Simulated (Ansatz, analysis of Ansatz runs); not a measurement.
# Al3GaN4 (Pm), nudged elastic band: H transfer from N to N (q = +1), part 4 of 5

Aim: the barrier of one jump in Al3GaN4 (Pm) at charge +1: H transfer from N to N. The model is a cell of 96 host atoms with 1 H put in; H is the atom that moves.

Ansatz 0.2.0; plane-wave PAW DFT, PBEsol; nudged elastic band between two relaxed defect structures at fixed charge in a uniform background.

So far, barrier forward (eV): step 4 (nudged elastic band, charge +1) 0.535.

**5. Single point at the start point, PBEsol, denser k-mesh**

Three single points on a mesh of more k-points (start, top, end) test the sampling. The start is shown; top and end are run alike.

This step: plane-wave PAW DFT, PBEsol; single point of a defect supercell on a structure of the PBEsol path.

File qp1.start.mesh/input.yaml:

```yaml
crystal:
  lattice:
    - [10.08692303, 0.0, 0.00025291]
    - [0.0, 9.39015873, 0.0]
    - [-0.00644803, 0.0, 10.83602103]
  atoms:
    - { symbol: Al, position: [0.25053947, 0.16659743, 0.08332311] }
    - { symbol: Al, position: [0.00118995, 0.16658447, 0.4167074] }
    - { symbol: Al, position: [0.00144429, 8.271e-05, 0.16537278] }
    - { symbol: Ga, position: [0.25006325, 4.11e-05, 0.33225688] }
    - { symbol: "N", position: [0.05633357, 9.665e-05, 0.33279634] }
    - { symbol: "N", position: [0.0619914, 0.16675281, 0.08311672] }
    - { symbol: "N", position: [0.31282608, 0.16687181, 0.41971527] }
    - { symbol: "N", position: [0.31240925, 4.556e-05, 0.16263708] }
    - { symbol: Al, position: [0.24994969, 0.16663959, 0.58285492] }
    - { symbol: Al, position: [0.00141365, 0.16642465, 0.91716796] }
    - { symbol: Al, position: [0.00146639, 8.08e-05, 0.66572469] }
    - { symbol: Ga, position: [0.24999381, 5.208e-05, 0.83290555] }
    - { symbol: "N", position: [0.05639831, 9.441e-05, 0.8326799] }
    - { symbol: "N", position: [0.06118709, 0.16730361, 0.58331797] }
    - { symbol: "N", position: [0.31314986, 0.167024, 0.9194344] }
    - { symbol: "N", position: [0.3119502, 5.398e-05, 0.66258848] }
    - { symbol: Al, position: [0.25051006, 0.50003851, 0.08338504] }
    - { symbol: Al, position: [-0.00129122, 0.50010489, 0.41573079] }
    - { symbol: Al, position: [0.00152627, 0.33338557, 0.1649252] }
    - { symbol: Ga, position: [0.2497719, 0.33304699, 0.33265455] }
    - { symbol: "N", position: [0.05578629, 0.33395864, 0.33288343] }
    - { symbol: "N", position: [0.06194667, 0.5000808, 0.08291791] }
    - { symbol: "N", position: [0.31513836, 0.50010934, 0.4215332] }
    - { symbol: "N", position: [0.31222703, 0.3334995, 0.16303205] }
    - { symbol: Al, position: [0.24296713, 0.50004136, 0.58325716] }
    - { symbol: Al, position: [0.00117365, 0.50009789, 0.9171208] }
    - { symbol: Al, position: [-0.00109599, 0.33243955, 0.66588215] }
    - { symbol: Ga, position: [0.24954104, 0.3335323, 0.83309059] }
    - { symbol: "N", position: [0.05561388, 0.33343224, 0.83217329] }
    - { symbol: "N", position: [0.05711889, 0.50008074, 0.58296067] }
    - { symbol: "N", position: [0.31284611, 0.50010555, 0.91953085] }
    - { symbol: "N", position: [0.31343523, 0.334902, 0.66194493] }
    - { symbol: Al, position: [0.25054036, 0.83348169, 0.08331433] }
    - { symbol: Al, position: [0.00119204, 0.83361884, 0.41670631] }
    - { symbol: Al, position: [0.00153062, 0.66678114, 0.16492387] }
    - { symbol: Ga, position: [0.24977742, 0.66705025, 0.33264996] }
    - { symbol: "N", position: [0.05579554, 0.66623566, 0.33288207] }
    - { symbol: "N", position: [0.06199079, 0.83341158, 0.0831132] }
    - { symbol: "N", position: [0.31283244, 0.83333189, 0.4197221] }
    - { symbol: "N", position: [0.31222903, 0.66659771, 0.16301991] }
    - { symbol: Al, position: [0.24995024, 0.8334331, 0.58285994] }
    - { symbol: Al, position: [0.00141224, 0.83377398, 0.91716563] }
    - { symbol: Al, position: [-0.00109533, 0.66772484, 0.66588012] }
    - { symbol: Ga, position: [0.24953612, 0.66655957, 0.8330909] }
    - { symbol: "N", position: [0.05561015, 0.66675328, 0.83217637] }
    - { symbol: "N", position: [0.06119455, 0.83285421, 0.58331516] }
    - { symbol: "N", position: [0.31314804, 0.83319692, 0.91941878] }
    - { symbol: "N", position: [0.31343321, 0.66520025, 0.66195775] }
    - { symbol: Al, position: [0.75135539, 0.16626137, 0.08316788] }
    - { symbol: Al, position: [0.50025179, 0.16600809, 0.41617951] }
    - { symbol: Al, position: [0.50113955, 8.246e-05, 0.16575161] }
    - { symbol: Ga, position: [0.7504948, 4.825e-05, 0.33215659] }
    - { symbol: "N", position: [0.55635266, 9.785e-05, 0.33283815] }
    - { symbol: "N", position: [0.56237628, 0.16590344, 0.08315142] }
    - { symbol: "N", position: [0.81324654, 0.16666168, 0.41952869] }
    - { symbol: "N", position: [0.81258313, 4.702e-05, 0.1628042] }
    - { symbol: Al, position: [0.75132101, 0.16541875, 0.58259249] }
    - { symbol: Al, position: [0.50083521, 0.16529311, 0.91846845] }
    - { symbol: Al, position: [0.50051828, 8.286e-05, 0.66548127] }
    - { symbol: Ga, position: [0.75055018, 4.484e-05, 0.83268711] }
    - { symbol: "N", position: [0.55615075, 9.757e-05, 0.8322262] }
    - { symbol: "N", position: [0.56232787, 0.16515926, 0.58235716] }
    - { symbol: "N", position: [0.81352162, 0.16641538, 0.91955159] }
    - { symbol: "N", position: [0.81258661, 5.309e-05, 0.66282529] }
    - { symbol: Al, position: [0.75095895, 0.50003997, 0.0834047] }
    - { symbol: Al, position: [0.501904, 0.50011389, 0.40275174] }
    - { symbol: Al, position: [0.50096223, 0.33218959, 0.16333471] }
    - { symbol: Ga, position: [0.7511977, 0.33172142, 0.33124165] }
    - { symbol: "N", position: [0.55700074, 0.33135125, 0.3306987] }
    - { symbol: "N", position: [0.56182868, 0.50008127, 0.08326498] }
    - { symbol: "N", position: [0.80964011, 0.5001103, 0.41937618] }
    - { symbol: "N", position: [0.81258655, 0.33331505, 0.16227051] }
    - { symbol: Al, position: [0.7544611, 0.50004051, 0.58291315] }
    - { symbol: Al, position: [0.50032, 0.50009981, 0.91788798] }
    - { symbol: Al, position: [0.50139452, 0.32112595, 0.67191449] }
    - { symbol: Ga, position: [0.75094167, 0.33305345, 0.83441579] }
    - { symbol: "N", position: [0.55675589, 0.33273275, 0.83496811] }
    - { symbol: "N", position: [0.55583626, 0.50009463, 0.58314889] }
    - { symbol: "N", position: [0.81320837, 0.50010006, 0.91973987] }
    - { symbol: "N", position: [0.80867673, 0.33372506, 0.66265503] }
    - { symbol: Al, position: [0.75135753, 0.83381689, 0.08316281] }
    - { symbol: Al, position: [0.5002544, 0.83419868, 0.41618253] }
    - { symbol: Al, position: [0.50096257, 0.66798145, 0.16332572] }
    - { symbol: Ga, position: [0.75120012, 0.66838477, 0.33123821] }
    - { symbol: "N", position: [0.5570067, 0.66886116, 0.33068747] }
    - { symbol: "N", position: [0.56237765, 0.83426325, 0.08314357] }
    - { symbol: "N", position: [0.81325131, 0.83355463, 0.41952725] }
    - { symbol: "N", position: [0.81259127, 0.66678179, 0.1622692] }
    - { symbol: Al, position: [0.75132047, 0.83466704, 0.58259366] }
    - { symbol: Al, position: [0.50083437, 0.83490715, 0.91846088] }
    - { symbol: Al, position: [0.50138443, 0.67902871, 0.67190925] }
    - { symbol: Ga, position: [0.75093878, 0.6670318, 0.83441154] }
    - { symbol: "N", position: [0.55674979, 0.66745164, 0.83496474] }
    - { symbol: "N", position: [0.56232081, 0.83499169, 0.58236542] }
    - { symbol: "N", position: [0.81351988, 0.83378372, 0.91954277] }
    - { symbol: "N", position: [0.80868013, 0.66637148, 0.66264736] }
    - { symbol: H, position: [0.45220675, 0.50006387, 0.57938224] }
total_charge: 1
basis:
  ecutwfc: 420
  xc_grid: 2
hamiltonian:
  xc: pbesol
kpoints:
  mp_grid: { grid: [2, 2, 2], shift: [0.5, 0.5, 0.5] }
scf:
  occupations: { method: fixed }
  max_iter: 120
output:
  forces: true
  eigenvalues: true
checkpoint:
  write: "../qp1.start.mesh.run"
  compress: false
  write_wavefunctions: false
  write_every: 100000
```

On the command line:

```
$ ansatz run input.yaml --threads 32 --pin off --max-ram 84787MiB --backend cuda --events-out ev --progress --plain --runs-dir out --max-vram 78GiB
```

Numbers of over 12 decimals in the logs are rounded to 6 here.

Log:

```text
[...]
Crystal: 97 atoms, lattice volume = 1026.364 Å³
Basis set: ecut = 420 eV, 20007 PW (Γ), exchange–correlation on 144×128×150 points (8 copies of the dense FFT grid, shifted against one another)
Bands: 349, of which v1, the nominal top of the filled ones, is band 252 counted from 1 (251 counted from 0)
Symmetry: 1 space group operations
[...]
k-points: 4 of 8 (time reversal used)
[...]
SCF iter   1: F=—  HF=-82112.295485 eV  |F-HF|=—  |Δ(HF+E_count)|=         —  Δρ=9.67e-3  dr2=1.25e0  ethr=1.77e-3  ⟨swp⟩=4.0  Hψ=4777  notcnv=0  defer=372
[...]
SCF iter   7: F=—  HF=-82111.898297 eV  |F-HF|=—  |Δ(HF+E_count)|=   1.54e-3  Δρ=2.42e-5  dr2=5.80e-6  ethr=6.16e-9  ⟨swp⟩=2.0  Hψ=2176  notcnv=0  defer=144
[...]
SCF 1 converged in 9 iterations: F = -82111.898297 eV  dr2 = 8.60e-8
[...]
SCF converged after 9 iterations
[...]
```

Elapsed: 2.7 s, on 1 × NVIDIA GB200 with 32 threads of Arm Neoverse V2, shared host; peak memory 1.3 GiB; 5.9 s of CPU time.

Numbers from this step:

- free energy: -82111.8983 eV

**6. Barrier from single points, PBEsol, denser k-mesh**

Analysis of the runs above: barrier from PBEsol single points on the PBEsol path.

It gives:

```
barrier forward  : 0.5351 eV
barrier backward : 0.7137 eV
end less start   : -0.1786 eV
```

This gives 0.535 eV against the band's 0.535 eV (backward 0.714 against 0.713 eV). This mesh holds only the band's own point and its sign variants, so it tests the average over those and no finer sampling.

**7. Single point at the start point, r2SCAN**

Three single points with a meta-GGA, at its higher cutoff of 500 eV, show what it does to the barrier on the path found. The start is shown; top and end are run alike.

This step: plane-wave PAW DFT, r2SCAN; single point of a defect supercell on a structure of the PBEsol path.

qp1.start.r2scan/input.yaml, as its differences from qp1.start.mesh/input.yaml of step 5:

```diff
@@ -105,8 +105,8 @@
 basis:
-  ecutwfc: 420
+  ecutwfc: 500
   xc_grid: 2
 hamiltonian:
-  xc: pbesol
+  xc: r2scan
 kpoints:
-  mp_grid: { grid: [2, 2, 2], shift: [0.5, 0.5, 0.5] }
+  mp_grid: { grid: [1, 1, 1], shift: [0.25, 0.25, 0.25] }
 scf:
@@ -118,3 +118,3 @@
 checkpoint:
-  write: "../qp1.start.mesh.run"
+  write: "../qp1.start.r2scan.run"
   compress: false
```

Log:

```text
[...]
Crystal: 97 atoms, lattice volume = 1026.364 Å³
Basis set: ecut = 500 eV, 25977 PW (Γ), exchange–correlation on 150×144×160 points (8 copies of the dense FFT grid, shifted against one another)
Bands: 349, of which v1, the nominal top of the filled ones, is band 252 counted from 1 (251 counted from 0)
Symmetry: 1 space group operations
[...]
k-points: 1
[...]
SCF iter   1: F=—  HF=-83563.004542 eV  |F-HF|=—  |Δ(HF+E_count)|=         —  Δρ=1.25e-2  dr2=1.31e0  dr2_τ=6.81e0  ethr=1.77e-3  ⟨swp⟩=5.0  Hψ=1269  notcnv=0  defer=92
[...]
SCF iter   7: F=—  HF=-83565.487848 eV  |F-HF|=—  |Δ(HF+E_count)|=   5.46e-4  Δρ=1.85e-5  dr2=2.95e-6  dr2_τ=3.01e-7  ethr=1.53e-8  ⟨swp⟩=2.0  Hψ=544  notcnv=0  defer=36
[...]
SCF 1 converged in 10 iterations: F = -83565.487851 eV  dr2 = 3.92e-9
[...]
SCF converged after 10 iterations
[...]
[... 5 atoms left out ...]
  atom  66  Al    -0.06286341    -0.00055542     0.00780610
  [... 2 atoms left out ...]
  atom  69  N     -0.06590532     0.04813221     0.01432601
  [... 5 atoms left out ...]
  atom  75  Al    -0.04674209     0.00461611     0.00392375
  [... 2 atoms left out ...]
  atom  78  N     -0.56745222    -0.00072083    -0.01617205
  [... 12 atoms left out ...]
  atom  91  Al    -0.04659666    -0.00489634     0.00455312
  [... 5 atoms left out ...]
  atom  97  H      0.68710461     0.00000595     0.01605801
  max |Σ_I F_I| component: 6.75e-3 eV/Å
--- Band table (eV) ---
[...]
```

Wall time 2 s (1 × NVIDIA GB200 with 32 threads); peak memory 1.4 GiB.

This step gave:

* free energy: -83565.4879 eV

**8. Barrier from single points, r2SCAN**

Analysis of the runs above: barrier from r2SCAN single points on the PBEsol path.

It gives:

```yaml
barrier_forward: 0.6755 eV
barrier_backward: 0.9230 eV
end_less_start: -0.2475 eV
```

This gives 0.675 eV against the band's 0.535 eV.

(Continued in part 5 of 5.)

[Logs are printed without paths, hosts, clocks, repeated set-up lines and the standing remarks that a program may print on its own settings, such as how far it seeks lower states.]

[Hosts, paths, dates, database ids (printed as entryN), source tags and the programs' standing remarks are cut or masked in the printed files.]
